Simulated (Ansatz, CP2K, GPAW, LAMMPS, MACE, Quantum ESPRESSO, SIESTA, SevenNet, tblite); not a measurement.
**47In2O3-53ZnO (mol %) with crystalline order left by the classical run (65 atoms) in CP2K**

How do the settings of CP2K change the result for 47In2O3-53ZnO (mol %) with crystalline order left by the classical run (65 atoms)? A plane-wave run serves as the yardstick.

Program: CP2K 2026.2. Level of theory: the method is named at each step. Results are calculated unless marked as measured.

### Step 1. The starting structure

The cell holds 65 atoms: 18 In, 10 Zn and 37 O. Its edges and angles: a = 9.441 Å, b = 9.441 Å, c = 9.441 Å, α = 90.0°, β = 90.0°, γ = 90.0°. 65 atoms (18 Sc, 10 Zn, 37 O) placed at random at 4.13 g/cm³, melted at 5000 K for 10 ps at fixed volume with the Morse and Coulomb pair potential with partial charges (Pedone, Malavasi, Menziani, Cormack and Segre, J. Phys. Chem. B 110, 11780 (2006)). Quenched from 5000 K to 300 K at 1000 K/ps and fixed volume, held 10 ps at zero pressure, then minimised at fixed cell. Then Sc was replaced by In and the cell scaled by 1.027 (the potential has no terms for the new elements, so the cell is a start for a DFT relaxation).

The yardstick, on the same geometry:

| Quantity | Value |
| --- | --- |
| method | Kohn-Sham DFT, PBE, SSSP efficiency 1.3.0 pseudopotentials, plane waves (Quantum ESPRESSO 7.5); sssp-pbe-1.3.0-efficiency, cutoffs 60/480 Ry, Γ point |
| r.m.s. force component | 0.2806 eV/Å |
| longest force | 1.044 eV/Å |
| pressure | 1.538 GPa |
| time | 2.8 min on 4 MPI ranks of Arm Neoverse V2, shared host |
| CPU time | 11 min |

### Step 2. PBE, DZVP-MOLOPT-SR, 800/50 Ry, diagonalisation

Method: Kohn-Sham DFT, PBE, GTH-PBE pseudopotentials, Gaussian and plane waves, DZVP-MOLOPT-SR-GTH, diagonalisation.

Contents of input.inp:

```
&GLOBAL
  PROJECT cell
  RUN_TYPE ENERGY_FORCE
  PRINT_LEVEL LOW
&END GLOBAL
&FORCE_EVAL
  METHOD QS
  STRESS_TENSOR ANALYTICAL
  &DFT
    BASIS_SET_FILE_NAME BASIS_MOLOPT
    POTENTIAL_FILE_NAME GTH_POTENTIALS
    &MGRID
      CUTOFF 800
      REL_CUTOFF 50
      NGRIDS 5
    &END MGRID
    &QS
      EPS_DEFAULT 1.0E-12
    &END QS
    &SCF
      SCF_GUESS ATOMIC
      EPS_SCF 1.0E-06
      MAX_SCF 200
      ADDED_MOS 14
      &DIAGONALIZATION
        ALGORITHM STANDARD
      &END DIAGONALIZATION
      &SMEAR ON
        METHOD FERMI_DIRAC
        ELECTRONIC_TEMPERATURE [K] 580
      &END SMEAR
      &MIXING
        METHOD BROYDEN_MIXING
        ALPHA 0.3
        NBROYDEN 8
      &END MIXING
      &PRINT
        &RESTART OFF
        &END RESTART
      &END PRINT
    &END SCF
    &XC
      &XC_FUNCTIONAL PBE
      &END XC_FUNCTIONAL
    &END XC
    &PRINT
      &MULLIKEN ON
      &END MULLIKEN
      &LOWDIN ON
      &END LOWDIN
      &HIRSHFELD ON
      &END HIRSHFELD
      &MO ON
        EIGENVALUES T
        OCCUPATION_NUMBERS T
        MO_INDEX_RANGE 277 300
        &EACH
          QS_SCF 0
        &END EACH
        ADD_LAST NUMERIC
      &END MO
    &END PRINT
  &END DFT
  &SUBSYS
    &CELL
      A 9.44060 0.00000 0.00000
      B 0.00000 9.44060 0.00000
      C 0.00000 0.00000 9.44060
    &END CELL
    &TOPOLOGY
      COORD_FILE_NAME structure.xyz
      COORD_FILE_FORMAT XYZ
    &END TOPOLOGY
    &KIND In
      BASIS_SET DZVP-MOLOPT-SR-GTH-q13
      POTENTIAL GTH-PBE-q13
    &END KIND
    &KIND Zn
      BASIS_SET DZVP-MOLOPT-SR-GTH-q12
      POTENTIAL GTH-PBE-q12
    &END KIND
    &KIND O
      BASIS_SET DZVP-MOLOPT-SR-GTH-q6
      POTENTIAL GTH-PBE-q6
    &END KIND
  &END SUBSYS
  &PRINT
    &FORCES ON
    &END FORCES
    &STRESS_TENSOR ON
    &END STRESS_TENSOR
  &END PRINT
&END FORCE_EVAL
```

Contents of structure.xyz:

```xyz
65

In 0.56209 6.36315 7.68172
In 2.40367 1.62463 3.02977
In 3.34849 7.43768 7.29570
In 6.94809 7.82418 6.28385
In 7.14370 1.57309 6.25147
In 3.31913 0.81208 8.87086
In 0.24980 6.39667 1.52541
In 0.22006 3.04214 7.93407
In 7.45619 4.65280 3.29345
In 7.08272 1.50030 9.39170
In 7.08687 7.84891 2.97284
In 0.86589 8.20888 4.77845
In 1.38616 4.78468 4.88457
In 7.62744 1.49105 3.12182
In 3.89481 4.04511 8.15498
In 3.74556 5.25964 2.05182
In 4.44841 3.29647 4.77137
In 7.12756 4.77581 0.04059
Zn 7.11425 4.72757 6.46209
Zn 0.40963 0.00349 1.28977
Zn 6.39846 7.97655 9.13671
Zn 0.63007 3.38889 1.64616
Zn 4.52025 0.11187 4.72738
Zn 4.86210 6.33578 4.54697
Zn 3.60272 8.15479 1.50776
Zn 1.94439 1.36266 6.16056
Zn 4.99766 2.91016 1.67778
Zn 0.04126 9.31098 7.86685
O 1.82591 6.70972 5.84864
O 4.39535 8.28356 9.03041
O 2.68453 3.38559 1.77125
O 2.57294 5.69306 8.17952
O 5.00644 1.62426 6.03623
O 2.29671 6.67082 1.68080
O 9.27954 7.99477 2.97181
O 3.26126 5.24926 4.10997
O 2.43162 0.08043 4.51081
O 4.86484 7.84514 5.91708
O 5.02391 4.53621 6.41215
O 4.57444 1.65277 3.24700
O 4.99228 7.51585 2.82925
O 7.01786 6.32803 7.94455
O 9.02191 7.90244 6.41791
O 9.25075 1.40146 9.28889
O 9.32778 1.46528 6.46889
O 7.12652 0.04069 1.54580
O 5.39464 4.35372 3.12720
O 7.26643 3.02146 1.57205
O 7.37018 3.15543 7.93615
O 7.04042 0.00991 7.80417
O 2.15142 9.19439 7.47450
O 0.25801 1.64465 2.72909
O 2.36789 2.58229 7.93907
O 2.32324 2.85918 4.86880
O 9.38094 4.63647 0.06712
O 4.99719 1.92494 9.37055
[... 5 atom lines left out ...]
O 9.42719 4.65459 6.52374
O 5.00654 4.74815 0.36186
O 7.34309 2.98823 4.64799
O 7.03221 6.29225 4.68433
```

Started as:

```sh
OMP_NUM_THREADS=1 mpirun -np 4 cp2k.psmp -i input.inp > output.txt
```

Numbers of over 12 decimals in the logs are rounded to 6 here.

Output:

```text
CP2K| version string:                                       CP2K version 2026.2
 CP2K| Input file name                                                 input.inp
 GLOBAL| Basis set file name                                        BASIS_MOLOPT
 GLOBAL| Potential file name                                      GTH_POTENTIALS
 GLOBAL| Run type                                                   ENERGY_FORCE
 GLOBAL| Total number of message passing processes                             4
 GLOBAL| Number of threads for this process                                    1
 TOTAL NUMBERS AND MAXIMUM NUMBERS
  Total number of            - Atomic kinds:                                   3
                             - Atoms:                                         65
                             - Shell sets:                                    65
                             - Shells:                                       381
                             - Primitive Cartesian functions:                353
                             - Cartesian basis functions:                   1358
                             - Spherical basis functions:                   1181
  Maximum angular momentum of- Orbital basis functions:                        3
                             - Local part of the GTH pseudopotential:          2
                             - Non-local part of the GTH pseudopotential:      4
 SCF PARAMETERS         Density guess:                                    ATOMIC
                        max_scf:                                             200
                        eps_scf:                                        1.00E-06
                        added MOs                                        14    0
                        Mixing method:                            BROYDEN_MIXING
                                                charge density mixing in g-space
                        Smear method:                                FERMI_DIRAC
                        Electronic temperature [K]:                        580.0
                        Electronic temperature [a.u.]:                  1.84E-03
                        Accuracy threshold:                             1.00E-10
 Extrapolation method: initial_guess
 Number of electrons:                                                        576
 Number of occupied orbitals:                                                288
 Number of molecular orbitals:                                               302
 Number of orbital functions:                                               1181
 Number of independent orbital functions:                                   1181
 SCF WAVEFUNCTION OPTIMIZATION
  Step     Update method      Time    Convergence         Total energy    Change
     1 NoMix/Diag. 0.30E+00    3.7     1.85379465     -2214.6723112836 -2.21E+03
     2 Broy./Diag. 0.30E+00    5.1     0.33243237     -2154.8095696819  5.99E+01
     3 Broy./Diag. 0.30E+00    5.1     0.09412798     -2207.8185481281 -5.30E+01
     4 Broy./Diag. 0.30E+00    5.1     0.05209092     -2213.5119214141 -5.69E+00
[...]
17 Broy./Diag. 0.30E+00    5.2     0.00000247     -2212.6440871297 -3.90E-06
    18 Broy./Diag. 0.30E+00    5.2     0.00000087     -2212.6440896692 -2.54E-06
  *** SCF run converged in    18 steps ***
  Electronic density on regular grids:       -575.9999999998        0.0000000002
  Core density on regular grids:              575.9999999996       -0.0000000004
  Total charge density on r-space grids:       -0.0000000003
  Total charge density g-space grids:          -0.0000000003
  Overlap energy of the core charge distribution:               1.24005e-08
  Self energy of the core charge distribution:              -3952.090257
  Core Hamiltonian energy:                                   1205.329539
  Hartree energy:                                             890.010947
  Exchange-correlation energy:                               -355.891171
  Electronic entropic energy:                                  -0.00314625
  Fermi energy:                                                 0.194372
  Total energy:                                             -2212.644090
  Total energy (extrapolated to T->0):                      -2212.642517
 MO| EIGENVALUES AND OCCUPATION NUMBERS
 MO|
 MO|  Index      Eigenvalue [a.u.]        Eigenvalue [eV]             Occupation
 MO|    277               0.168587               4.587492               1.999998
 MO|    278               0.170170               4.630555               1.999996
 MO|    279               0.172960               4.706482               1.999983
[...]
MO|    299               0.348045               9.470774               0.000000
 MO|    300               0.355646               9.677631               0.000000
 MO| Sum:                                                             576.000000
 MO| E(Fermi):            0.194372 a.u.          5.289133 eV
 !-----------------------------------------------------------------------------!
                     Mulliken Population Analysis
 #  Atom  Element  Kind  Atomic population                           Net charge
       1     In       1         11.998958                              1.001042
       2     In       1         11.977703                              1.022297
       3     In       1         12.080212                              0.919788
[...]
# Total charge                            576.000000                 -0.000000
 !-----------------------------------------------------------------------------!
 !-----------------------------------------------------------------------------!
                           Hirshfeld Charges
  #Atom  Element  Kind  Ref Charge     Population                    Net charge
      1       In     1      13.000         13.657                        -0.657
      2       In     1      13.000         13.789                        -0.789
      3       In     1      13.000         13.649                        -0.649
[...]
64       O      3       6.000          5.575                         0.425
     65       O      3       6.000          5.538                         0.462
  Total Charge                                                           -0.000
 !-----------------------------------------------------------------------------!
 LOWDIN POPULATION ANALYSIS
 #  Atom  Element  Kind  Atomic population                           Net charge
[...]
64     O        3          6.183028                             -0.183028
      65     O        3          6.097882                             -0.097882
 # Total charge                            576.000000                 -0.000000
 ENERGY| Total FORCE_EVAL ( QS ) energy [hartree]          -2212.644082
 FORCES| Atomic forces [hartree/bohr]
 FORCES|   Atom     x               y               z               |f|
 FORCES|      1 -1.02453281E-02 -7.54392377E-03  9.81236488E-03   1.60673594E-02
 FORCES|      2  3.11993667E-03  5.42160806E-03 -3.19458567E-03   7.02376084E-03
 FORCES|      3  1.06992831E-02 -7.89156287E-03  5.65646713E-03   1.44480810E-02
[...]
FORCES|     64 -1.46729746E-04  5.24016301E-03  2.10860102E-03   5.65040142E-03
 FORCES|     65 -9.08049997E-03 -3.25179265E-03  7.42255643E-03   1.21706195E-02
 FORCES| Sum     4.80297040E-03  7.84220442E-04  1.14507351E-03
 FORCES| Total atomic force                                       4.99947194E-03
 STRESS| Analytical stress tensor [bar]
 STRESS|                        x                   y                   z
 STRESS|      x        1.22478958024E+04  -3.85758945724E+03  -6.88277911031E+03
 STRESS|      y       -3.85758945724E+03   5.31825377610E+04   3.06768013764E+03
 STRESS|      z       -6.88277911031E+03   3.06768013764E+03   4.51126112144E+04
 STRESS| 1/3 Trace                                             3.68476815926E+04
```

Elapsed: 1.9 min, on 4 MPI ranks of Arm Neoverse V2, shared host; peak memory 5.7 GiB; 7.8 min of CPU time.

Banners, paths, timers and routine set-up lines are dropped from the logs unmarked, and long logs keep their key lines alone; longer cuts are marked.

Against the reference:

```yaml
r_m_s_force_component: 0.3041 eV/Å
r_m_s_difference_of_force_components: 42.91 meV/Å
longest_difference_of_force_vectors: 139.4 meV/Å
force_difference_over_r_m_s_force: 15.29 %
slope_of_forces_against_the_reference_s: 1.075
correlation_of_force_components: 0.9925
pressure: 3.685 GPa
pressure_difference: 2.147 GPa
```

Length of the force difference by element (eV/Å):

| element | atoms | mean | most |
| --- | --- | --- | --- |
| In | 18 | 0.050 | 0.10 |
| O | 37 | 0.074 | 0.14 |
| Zn | 10 | 0.074 | 0.11 |

Local excerpt of 10 atoms (numbers count through the whole input) about In16, which bears the longest force; x, y, z are measured from there.

| atom | x | y | z | distance (Å) | bonds | Mulliken charge (e) | Fx | Fy | Fz (eV/Å) |
| --- | --- | --- | --- | --- | --- | --- | --- | --- | --- |
| In16 | 0.00 | 0.00 | 0.00 | 0.00 | 5 | 1.00 | -0.86 | 0.61 | -0.26 |
| O34 | -1.45 | 1.41 | -0.37 | 2.06 | 3 | -0.56 | 0.44 | 0.42 | 0.01 |
| O36 | -0.48 | -0.01 | 2.06 | 2.11 | 4 | -0.57 | 0.53 | 0.25 | 0.55 |
| O47 | 1.65 | -0.91 | 1.08 | 2.17 | 5 | -0.59 | 0.17 | -0.04 | -0.11 |
| O63 | 1.26 | -0.51 | -1.69 | 2.17 | 4 | -0.60 | 0.03 | -0.05 | -0.13 |
| O31 | -1.06 | -1.87 | -0.28 | 2.17 | 4 | -0.62 | -0.47 | -0.13 | -0.44 |
| Zn27 | 1.25 | -2.35 | -0.37 | 2.69 | 6 | 0.53 | 0.21 | -0.88 | -0.10 |
| O41 | 1.25 | 2.26 | 0.78 | 2.69 | 3 | -0.62 | -0.53 | 0.01 | 0.02 |
| Zn24 | 1.12 | 1.08 | 2.50 | 2.94 | 5 | 0.55 | -0.43 | 0.05 | 0.05 |
| Zn25 | -0.14 | 2.90 | -0.54 | 2.95 | 4 | 0.57 | 0.04 | -0.14 | 0.33 |

Forces lie 15 % from the reference's, at 0.70 times its CPU time.

### Step 3. PBE, SZV-MOLOPT-SR, 800/50 Ry, diagonalisation

Method: Kohn-Sham DFT, PBE, GTH-PBE pseudopotentials, Gaussian and plane waves, SZV-MOLOPT-SR-GTH, diagonalisation.

Edit input.inp of step 2 so:

```diff
@@ -50,4 +50,2 @@
       &END LOWDIN
-      &HIRSHFELD ON
-      &END HIRSHFELD
       &MO ON
@@ -69,8 +67,31 @@
     &END CELL
-    &TOPOLOGY
-      COORD_FILE_NAME structure.xyz
-      COORD_FILE_FORMAT XYZ
-    &END TOPOLOGY
+    &COORD
+      In 0.56209 6.36315 7.68172
+      In 2.40367 1.62463 3.02977
+      In 3.34849 7.43768 7.29570
+      In 6.94809 7.82418 6.28385
+      In 7.14370 1.57309 6.25147
+      In 3.31913 0.81208 8.87086
+      In 0.24980 6.39667 1.52541
+      In 0.22006 3.04214 7.93407
+      In 7.45619 4.65280 3.29345
+      In 7.08272 1.50030 9.39170
+      In 7.08687 7.84891 2.97284
+      In 0.86589 8.20888 4.77845
+      In 1.38616 4.78468 4.88457
+      In 7.62744 1.49105 3.12182
+      In 3.89481 4.04511 8.15498
+      In 3.74556 5.25964 2.05182
+      In 4.44841 3.29647 4.77137
+      In 7.12756 4.77581 0.04059
+      Zn 7.11425 4.72757 6.46209
+      Zn 0.40963 0.00349 1.28977
+[... 41 atom lines left out ...]
+      O 9.42719 4.65459 6.52374
+      O 5.00654 4.74815 0.36186
+      O 7.34309 2.98823 4.64799
+      O 7.03221 6.29225 4.68433
+    &END COORD
     &KIND In
-      BASIS_SET DZVP-MOLOPT-SR-GTH-q13
+      BASIS_SET SZV-MOLOPT-SR-GTH-q13
       POTENTIAL GTH-PBE-q13
@@ -78,3 +99,3 @@
     &KIND Zn
-      BASIS_SET DZVP-MOLOPT-SR-GTH-q12
+      BASIS_SET SZV-MOLOPT-SR-GTH-q12
       POTENTIAL GTH-PBE-q12
@@ -82,3 +103,3 @@
     &KIND O
-      BASIS_SET DZVP-MOLOPT-SR-GTH-q6
+      BASIS_SET SZV-MOLOPT-SR-GTH-q6
       POTENTIAL GTH-PBE-q6
```

Started as:

```sh
OMP_NUM_THREADS=2 cp2k.psmp -i input.inp > output.txt
```

Output:

```text
CP2K| version string:                                       CP2K version 2026.2
 CP2K| Input file name                                                 input.inp
 GLOBAL| Basis set file name                                        BASIS_MOLOPT
 GLOBAL| Potential file name                                      GTH_POTENTIALS
[... lines left out ...]
 Number of electrons:                                                        576
[... lines left out ...]
  Step     Update method      Time    Convergence         Total energy    Change
[... lines left out ...]
  *** SCF run converged in    28 steps ***
[... lines left out ...]
  Fermi energy:                                                 0.223094
  Total energy:                                             -2211.039101
  Total energy (extrapolated to T->0):                      -2211.034841
[... lines left out ...]
 MO| E(Fermi):            0.223094 a.u.          6.070690 eV
[... lines left out ...]
 ENERGY| Total FORCE_EVAL ( QS ) energy [hartree]          -2211.039102
[... lines left out ...]
 FORCES|      1 -1.88268074E-02 -1.30302241E-02  1.56268036E-02   2.77206134E-02
 FORCES|      2 -3.67916379E-03 -2.32925998E-05 -4.10017686E-03   5.50892358E-03
 FORCES|      3  1.75299368E-02 -7.19501563E-03  1.65976159E-03   1.90216125E-02
[...]
FORCES|     64 -3.17440274E-03  7.78729799E-03  5.48787866E-03   1.00416958E-02
 FORCES|     65 -1.48339765E-02 -5.10470633E-03  8.32025241E-03   1.77575754E-02
 FORCES| Sum     5.08859348E-03  7.05616302E-04  1.09600464E-03
 FORCES| Total atomic force                                       5.25289483E-03
 STRESS| Analytical stress tensor [bar]
 STRESS|                        x                   y                   z
 STRESS|      x        1.00023303312E+05  -2.04107845996E+02  -6.17575246376E+03
 STRESS|      y       -2.04107845996E+02   1.51023397657E+05   3.21684948763E+03
 STRESS|      z       -6.17575246376E+03   3.21684948763E+03   1.34847545376E+05
 STRESS| 1/3 Trace                                             1.28631415448E+05
```

It took 2.7 min on 2 threads; peak memory 3 GiB.

Compared with the plane-wave run:

| Quantity | Value |
| --- | --- |
| r.m.s. force component | 0.4545 eV/Å |
| r.m.s. difference of force components | 245.3 meV/Å |
| longest difference of force vectors | 779.5 meV/Å |
| force difference over r.m.s. force | 87.42 % |
| slope of forces against the reference's | 1.43 |
| correlation of force components | 0.8827 |
| pressure | 12.86 GPa |
| pressure difference | 11.33 GPa |

This is a coarse setting, run to see what it loses.

Against the first run (15 %), the force difference from the reference is 87 %, at 0.63 times the CPU time (on 2 against 4 cores) (28 SCF steps against 18), with 400 basis functions against 1181: the smaller basis costs accuracy.

(Part 1 of 2 ends here.)

[Also dropped from logs without a mark: logging warnings of Python, and SIESTA's first energy breakdown and zero terms.]

[Logs are printed without paths, hosts, clocks, repeated set-up lines and the standing remarks that a program may print on its own settings, such as how far it seeks lower states.]

[Hosts, paths, dates, database ids (printed as entryN), source tags and the programs' standing remarks are cut or masked in the printed files.]
